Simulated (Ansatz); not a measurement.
## YbI2 (P-3m1): phonons and vibrational spectra

Wanted: phonon frequencies of YbI2 (P-3m1) and what follows from them.

Method: DFT PBEsol+U, scalar-relativistic, plane waves, PAW, in Ansatz 0.2.0.

This is a report of a sequence of runs, with most program output left out.

## (1) Starting point

Symmetry: P-3m1, No. 164, trigonal system. Conventional cell: a = 4.496 Å, b = 4.496 Å, c = 7.697 Å, α = 90.00°, β = 90.00°, γ = 120.00°. Nearest to Yb lie 6 I at 3.15 Å. Nearest to I lie 3 Yb at 3.15 Å. Farther neighbours and most contacts between anions are not listed.

As a file:

```cif
data_structure
_symmetry_space_group_name_H-M 'P-3m1'
_symmetry_Int_Tables_number 164
_cell_length_a 4.4957
_cell_length_b 4.4957
_cell_length_c 7.6970
_cell_angle_alpha 90.000
_cell_angle_beta 90.000
_cell_angle_gamma 120.000
_cell_volume 134.73
loop_
_atom_site_label
_atom_site_type_symbol
_atom_site_symmetry_multiplicity
_atom_site_Wyckoff_symbol
_atom_site_fract_x
_atom_site_fract_y
_atom_site_fract_z
_atom_site_occupancy
Yb1 Yb 1 a 0.00000 0.00000 0.00000 1
I1 I 2 d 0.33333 0.66667 0.76912 1
```

## (2) Bringing the structure to rest

Harmonic phonons are second derivatives at a point where the forces vanish, and they are wanted at zero stress, so atoms and cell are relaxed first.

input.yaml reads:

```yaml
crystal:
  lattice:
    - [4.4956981404, 0.0, 0.0]
    - [-2.2478490702, 3.8933887973, 0.0]
    - [0.0, 0.0, 7.697032]
  atoms:
    - { symbol: Yb, position: [0.0, 0.0, 0.0] }
    - { symbol: I, position: [0.33333333, 0.66666667, 0.769119] }
    - { symbol: I, position: [0.66666667, 0.33333333, 0.230881] }
kpoints:
  mp_grid: { grid: [6, 6, 4] }
hamiltonian:
  xc: pbesol
  hubbard: { sites: [{ species: Yb, l: f, u_eff: 6.0 }] }
scf:
  occupations: { method: gaussian, width: 0.02 }
output:
  forces: true
  stress: true
  eigenvalues: true
  write_density: true
  write_potential: true
  elf: true
  volumetric_format: npy
relax:
  adjacent_minimum: "off"
  f_tol: 0.005
  max_steps: 80
  cell: { stress_tol: 0.05 }
```

Launch:

```
$ ansatz run input.yaml --threads 4 --pin off --max-ram 14336MiB --backend cpu --events-out ev --progress --plain --runs-dir out
```

It took 30 s on 4 threads of Arm Neoverse V1, shared host; peak memory 0.59 GiB; 1.9 min of CPU time.

The steps of the relaxation:

```
step  energy less that of the first step (eV)  largest force component (eV/Å)  pressure (GPa)  volume (Å³)
   1                                   0.0000                          0.1297           -0.84       134.73
   2                                  -0.0135                          0.0109           -0.22       131.26
   3                                  -0.0180                          0.0141            0.00       127.42
   4                                  -0.0196                          0.0090            0.03       125.86
   5                                  -0.0243                          0.0094           -0.04       123.43
   6                                  -0.0247                          0.0015            0.22       116.84
   7                                  -0.0262                          0.0029           -0.02       121.43
   8                                  -0.0267                          0.0023            0.03       119.89
   9                                  -0.0266                          0.0037           -0.02       120.52
 10*                                  -0.0241                          0.0037           -0.04       120.52
```

Relaxation steps marked * repeat the geometry before them on a plane-wave basis chosen anew for their cell, so energy and pressure can jump there. Relaxation step 6 was tried and not accepted.

The run keeps the 12 symmetry operations that it works with, so distortions that break them were not tested.

```
conventional cell, symmetrised  before  after   change
                         a (Å)   4.496  4.418   -1.7 %
                         b (Å)   4.496  4.418   -1.7 %
                         c (Å)   7.697  7.129   -7.4 %
              volume (Å³/atom)   44.91  40.17  -10.5 %
```

The atoms that moved most (Å, as changes of fractional coordinates times the final cell):

```
atom     dx     dy      dz  length
  I3  0.000  0.000   0.129   0.129
  I2  0.000  0.000  -0.129   0.129
```

Final coordinates:

```cif
data_structure
_symmetry_space_group_name_H-M 'P 1'
_symmetry_Int_Tables_number 1
_cell_length_a 4.4184
_cell_length_b 4.4184
_cell_length_c 7.1288
_cell_angle_alpha 90.000
_cell_angle_beta 90.000
_cell_angle_gamma 120.000
_cell_volume 120.52
loop_
_atom_site_label
_atom_site_type_symbol
_atom_site_fract_x
_atom_site_fract_y
_atom_site_fract_z
_atom_site_occupancy
Yb1 Yb 0.00000 0.00000 0.00000 1
I2 I 0.33333 0.66667 0.75101 1
I3 I 0.66667 0.33333 0.24899 1
```

Numbers from this step:

```
pressure           : -0.03511 GPa
gap on the k-mesh  : 2.933 eV
volume per atom    : 40.17 Å³
direct gap on mesh : 3.240 eV
```

Valence density in the ac plane at fractional y = 0.000, with atoms of Yb within 0.2 Å of it. It is the smooth field of the valence electrons, not physical close to the nuclei.

Values in e/Å³, 22 rows by 14 columns, each cell a mean:
```
26 14  3  1  0  0  0  0  0  0  0  1  6 19
 8  4  1  0  0  0  0  0  0  0  0  1  2  6
 1  1  0  0  0  0  0  0  0  0  0  0  0  1
 0  0  0  0  0  0  0  0  0  0  0  0  0  0
 0  0  0  0  0  0  0  0  0  0  0  0  0  0
 0  0  0  0  0  0  0  0  0  0  0  0  0  0
 0  0  0  0  0  0  0  0  0  0  0  0  0  0
 0  0  0  0  0  0  0  0  0  0  0  0  0  0
 0  0  0  0  0  0  0  0  0  0  0  0  0  0
 0  0  0  0  0  0  0  0  0  0  0  0  0  0
 0  0  0  0  0  0  0  0  0  0  0  0  0  0
 0  0  0  0  0  0  0  0  0  0  0  0  0  0
 0  0  0  0  0  0  0  0  0  0  0  0  0  0
 0  0  0  0  0  0  0  0  0  0  0  0  0  0
 0  0  0  0  0  0  0  0  0  0  0  0  0  0
 0  0  0  0  0  0  0  0  0  0  0  0  0  0
 0  0  0  0  0  0  0  0  0  0  0  0  0  0
 0  0  0  0  0  0  0  0  0  0  0  0  0  0
 1  0  0  0  0  0  0  0  0  0  0  0  0  0
 4  2  1  0  0  0  0  0  0  0  0  0  1  3
18 10  2  0  0  0  0  0  0  0  0  1  5 14
36 19  4  1  0  0  0  0  0  0  0  1  8 26
```
Columns run along a (4.4 Å), rows up along c (7.1 Å). Atoms in or near the plane, at fractional coordinates: Yb at (0.00, 0.00).

Electrostatic potential energy in the ac plane at fractional y = 0.000, with atoms of Yb within 0.2 Å of it. With pseudopotentials it is smooth inside the atoms' cores, unlike the true potential.

Ten even steps from '0' (-39 eV) to '9' (12 eV), each cell a mean:
```
00268999998410
01478999998631
45789999998865
88899999999888
99999988999999
99999988899999
99999999999999
99999999999999
99999999999999
99999999999999
99999999999999
99999999999999
99999999999999
99999999999999
99999999999999
99999988999999
99999988899999
88899998999988
67889999999876
13588999998742
00368999998510
00168999987400
```
Columns run along a (4.4 Å; values clipped at the 3rd and 97th percentile), rows up along c (7.1 Å). Atoms in or near the plane, at fractional coordinates: Yb at (0.00, 0.00).

ELF in the ac plane at fractional y = 0.000, with atoms of Yb within 0.2 Å of it. It is the smooth field of the valence electrons, not physical close to the nuclei.

Ten even steps from '0' (0.00) to '9' (0.79), each cell a mean:
```
99830012101599
98621245411379
64212678741135
11025899974101
00147999986200
00158999997310
00147999986310
00136888875200
00013566542100
00000112110000
00000000000000
00000001000000
00012344431000
00025788764100
00147899986200
00157999987310
00148999987300
00026899985100
32113788862113
87411366521268
99730123211589
89940011101699
```
Columns run along a (4.4 Å), rows up along c (7.1 Å). Atoms in or near the plane, at fractional coordinates: Yb at (0.00, 0.00).

In this step the volume went from 44.91 to 40.17 Å³/atom.

## (3) Relaxation

The relaxation is repeated from its end on the same settings, as a check that it has come to rest.

input.yaml, the sections that differ from step 2:

```yaml
crystal:
  lattice:
    - [4.4183773029, 0.0, 0.0]
    - [-2.2091886515, 3.8264269878, 0.0]
    - [0.0, 0.0, 7.1288093104]
  atoms:
    - { symbol: Yb, position: [0.0, 0.0, 0.0] }
    - { symbol: I, position: [0.3333333333, 0.6666666667, 0.751014434] }
    - { symbol: I, position: [0.6666666667, 0.3333333333, 0.248985566] }
output:
  forces: true
  stress: true
  eigenvalues: true
# kpoints, hamiltonian, scf, relax: as in step 2
```

Run time: 5.4 s. Hardware: 4 threads; peak memory 0.55 GiB; 20 s of CPU time.

Little changed from the start: no atom moved by 0.005 Å and no cell edge by 0.1 %.

In this step the volume went from 40.17 to 40.17 Å³/atom.

## (4) Tight relaxation

Phonons need a cell at rest on their own settings, so the relaxation is repeated with tight tolerances on forces and stress on the k mesh and occupations of the first response run.

input.yaml, the sections that differ from step 3:

```yaml
scf:
  occupations: { method: fixed }
output:
  forces: true
  stress: true
  eigenvalues: true
  write_density: true
  write_potential: true
  elf: true
  volumetric_format: npy
relax:
  adjacent_minimum: "off"
  f_tol: 0.001
  max_steps: 60
  cell: { stress_tol: 0.01 }
# crystal, kpoints, hamiltonian: as in step 3
```

Elapsed: 14 s, on 4 threads; peak memory 0.56 GiB; 52 s of CPU time.

Step by step:

```
step  energy less that of the first step (eV)  largest force component (eV/Å)  pressure (GPa)  volume (Å³)
   1                                   0.0000                          0.0037           -0.04       120.52
   2                                  -0.0001                          0.0000           -0.01       120.34
   3                                  -0.0001                          0.0002            0.00       120.09
   4                                  -0.0002                          0.0008            0.01       120.05
   5                                  -0.0002                          0.0001            0.00       120.03
  6*                                   0.0000                          0.0001            0.00       120.03
```

Relaxation steps marked * repeat the geometry before them on a plane-wave basis chosen anew for their cell, so energy and pressure can jump there.

The run keeps the 12 symmetry operations that it works with, so distortions that break them were not tested.

```
conventional cell, symmetrised  before  after  change
                         a (Å)   4.418  4.417  -0.0 %
                         b (Å)   4.418  4.417  -0.0 %
                         c (Å)   7.129  7.105  -0.3 %
              volume (Å³/atom)   40.17  40.01  -0.4 %
```

Final coordinates:

```
Yb I
1.0
     4.41687    0.00000    0.00000
    -2.20844    3.82512    0.00000
     0.00000    0.00000    7.10471
Yb I
1 2
Direct
  0.00000 0.00000 0.00000
  0.33333 0.66667 0.75030
  0.66667 0.33333 0.24970
```

This step gave:

- pressure: 7.99e-4 GPa
- gap on the k-mesh: 2.920 eV
- volume per atom: 40.01 Å³
- direct gap on mesh: 3.234 eV

ELF in the ac plane at fractional y = 0.333, with atoms of I within 0.2 Å of it. It is the smooth field of the valence electrons, not physical close to the nuclei.

Ten even steps from '0' (0.01) to '9' (0.77), each cell a mean:
```
00100001121100
11111100000001
44554320000013
78888631000025
99999741000136
99999741000037
89999731000036
79998520000014
57775300000002
13432000000000
00000001343200
00000147999852
20001589999996
51004899888999
72015998656899
73026987333689
83026986342589
72015987434689
41003898767898
10001489888985
00000147888852
00000013566420
```
Columns run along a (4.4 Å), rows up along c (7.1 Å). Atoms in or near the plane, at fractional coordinates: I at (0.67, 0.25).

Electrostatic potential energy in the ac plane at fractional y = 0.333, with atoms of I within 0.2 Å of it. With pseudopotentials it is smooth inside the atoms' cores, unlike the true potential.

Ten even steps from '_' (-11 eV) to '@' (12 eV), each cell a mean:
```
##******##%%%%@@@@@@@@@@%%%%
##########%%%%@@@@@@@@@@%%%%
%%######%%%%@@@@@@@@@@@@@@%%
%%######%%%%@@@@@@@@@@@@@@%%
%%######%%%%@@@@@@@@@@@@@@@@
%%######%%%%@@@@@@@@@@@@@@@@
%%%%####%%@@@@@@@@@@@@@@@@@@
@@%%%%%%@@@@@@@@@@@@@@@@@@@@
@@@@@@@@@@@@@@@@@@@@@@@@@@@@
@@@@@@@@@@@@@@@@@@@@@@@@@@@@
@@@@@@@@@@@@@@@@@@@@@@@@@@@@
@@@@@@@@@@@@@@@@@@%%%%@@@@@@
@@@@@@@@@@@@%%##**++**##%%@@
@@@@@@@@@@@@##==..____--**%%
@@@@@@@@@@%%==__..==::__--##
%%@@@@@@@@##::__##@@%%..__**
%%@@@@@@%%##..__%%@@@@::__++
%%%%%%%%%%##--__--##++__..**
%%%%%%%%%%%%++..________==##
%%######%%%%##**==----**##%%
####****##%%%%%%%%####%%%%%%
##******##%%%%%%@@@@@@@@%%%%
```
Columns run along a (4.4 Å; values clipped at the 3rd and 97th percentile), rows up along c (7.1 Å). Atoms in or near the plane, at fractional coordinates: I at (0.67, 0.25).

Valence density in the ac plane at fractional y = 0.333, with atoms of I within 0.2 Å of it. It is the smooth field of the valence electrons, not physical close to the nuclei.

Ten steps, logarithmic in the rise over the least value, from '0' (0 e/Å³) to '9' (17 e/Å³), each cell a mean:
```
01110000000000
11111000000000
11111000000000
11211100000000
12221100000001
12221100000000
11111000000000
01111000000000
00000000000000
00000000000000
00000000000000
00000000111000
00000011222110
00000112343321
00000124677431
10000235899632
10001236999742
10001134788532
10000123455321
00000112233211
00100011111110
01110000000000
```
Columns run along a (4.4 Å), rows up along c (7.1 Å). Atoms in or near the plane, at fractional coordinates: I at (0.67, 0.25).

The largest force component left is 0.11 meV/Å and the pressure is 0.001 GPa, within the tolerances set. The cell now holds 40.01 Å³/atom.

## (5) Linear response at the zone centre

The zone centre comes first: it holds the modes that light can see, as far as symmetry allows. The response to a homogeneous field gives the Born charges and the dielectric tensor.

input.yaml reads:

```yaml
crystal:
  lattice:
    - [4.4168717702, 0.0, 0.0]
    - [-2.2084358851, 3.8251231582, 0.0]
    - [0.0, 0.0, 7.1047133531]
  atoms:
    - { symbol: Yb, position: [0.0, 0.0, 0.0] }
    - { symbol: I, position: [0.3333333333, 0.6666666667, 0.7503025151] }
    - { symbol: I, position: [0.6666666667, 0.3333333333, 0.2496974849] }
kpoints:
  mp_grid: { grid: [6, 6, 4] }
hamiltonian:
  xc: pbesol
  hubbard: { sites: [{ species: Yb, l: f, u_eff: 6.0 }] }
scf:
  occupations: { method: fixed }
  convergence: { dr2_threshold: 1.0e-10 }
output:
  eigenvalues: true
phonons:
  method: dfpt
  dielectric: true
  rigid_motions: translations
```

Elapsed: 1.7 min, on 4 threads; peak memory 1.8 GiB.

This step gave:

| Item | Value |
| --- | --- |
| sum-rule residual before enforcement | 3.29e-5 eV/Å² |
| miss of the charge sum rule | 0.007994 e |
| estimated error of the dielectric tensor | 0.01202 |
| estimated error of the Born charges | 0.02875 e |
| point group | -3m |
| highest optical mode at the zone centre (no LO-TO term) | 122.9 cm⁻¹ |
| lowest optical zone-centre mode | 73.18 cm⁻¹ |
| mean high-frequency dielectric constant | 4.100 |
| largest Born charge (third of the trace) | 2.137 e |
| mean static dielectric constant | 6.165 |
| top of the zone-centre spectrum with the field | 131.6 cm⁻¹ |

Without the LO-TO term. Patterns of degenerate modes are one choice out of their space. Modes at Γ, with each element's share of the kinetic energy:

```
mode  frequency (cm⁻¹)  symmetry  Yb %  I %
   1               0.0  acoustic    41   59
   2               0.0  acoustic    41   59
   3               0.0  acoustic    41   59
   4              73.2        Eg     0  100
   5              73.2        Eg     0  100
   6              92.8       A1g     0  100
   7              93.6        Eu    59   41
   8              93.6        Eu    59   41
   9             122.9       A2u    59   41
```

Displacements in mode 5 (73.2 cm⁻¹), the largest set to 1:
```
Yb1  0.00  0.00  0.00
I2   0.23  1.00  0.00
I3  -0.23 -1.00  0.00
```

Displacements in mode 9 (122.9 cm⁻¹), the largest set to 1:
```
Yb1  0.00  0.00  1.00
I2   0.00  0.00 -0.68
I3   0.00  0.00 -0.68
```

Optical modes at the zone centre, without and with the macroscopic field of the longitudinal modes; each column is sorted by frequency, so a row need not hold one and the same mode. Modes with and without the field, by row:

```
rank among optical modes  no field (cm⁻¹)  q along (1, 0, 0) (cm⁻¹)  q along (0, 0, 1) (cm⁻¹)
                       1             73.2                      73.2                      73.2
                       2             73.2                      73.2                      73.2
                       3             92.8                      92.8                      92.8
                       4             93.6                      93.6                      93.6
                       5             93.6                     120.5                      93.6
                       6            122.9                     122.9                     131.6
```

Born charge (rows field, columns displacement) (e), principal values of the symmetric part by kind of site:

```
atom  atoms with these values    low  middle   high   mean
 Yb1                        1   1.42    2.50   2.50   2.14
  I2                        2  -1.25   -1.25  -0.71  -1.07
```

In full for Yb1:

```
2.50 0.00 0.00
0.00 2.50 0.00
0.00 0.00 1.42
```

High-frequency dielectric tensor:

```
4.31 0.00 0.00
0.00 4.31 0.00
0.00 0.00 3.67
```

Static dielectric tensor (ions relaxed, fixed cell):

```
7.14 0.00 0.00
0.00 7.14 0.00
0.00 0.00 4.21
```

Transverse modes. Infrared lines, with heights relative to the strongest:

```
position (cm⁻¹)  relative intensity
             73                 0.0
             93                 0.0
             94                 100
            123                  16
```

Before it was imposed, the acoustic sum rule was missed by 3.3e-5 eV/Å² and the charge sum rule by 0.0080 e. Small misses are needed for a sound result but don't prove that mesh and cutoff are converged. The lowest optical mode is real, 73.2 cm⁻¹.

(Part 1 of 2 ends here.)

[Logs are printed without paths, hosts, clocks, repeated set-up lines and the standing remarks that a program may print on its own settings, such as how far it seeks lower states.]

[Hosts, paths, dates, database ids (printed as entryN), source tags and the programs' standing remarks are cut or masked in the printed files.]
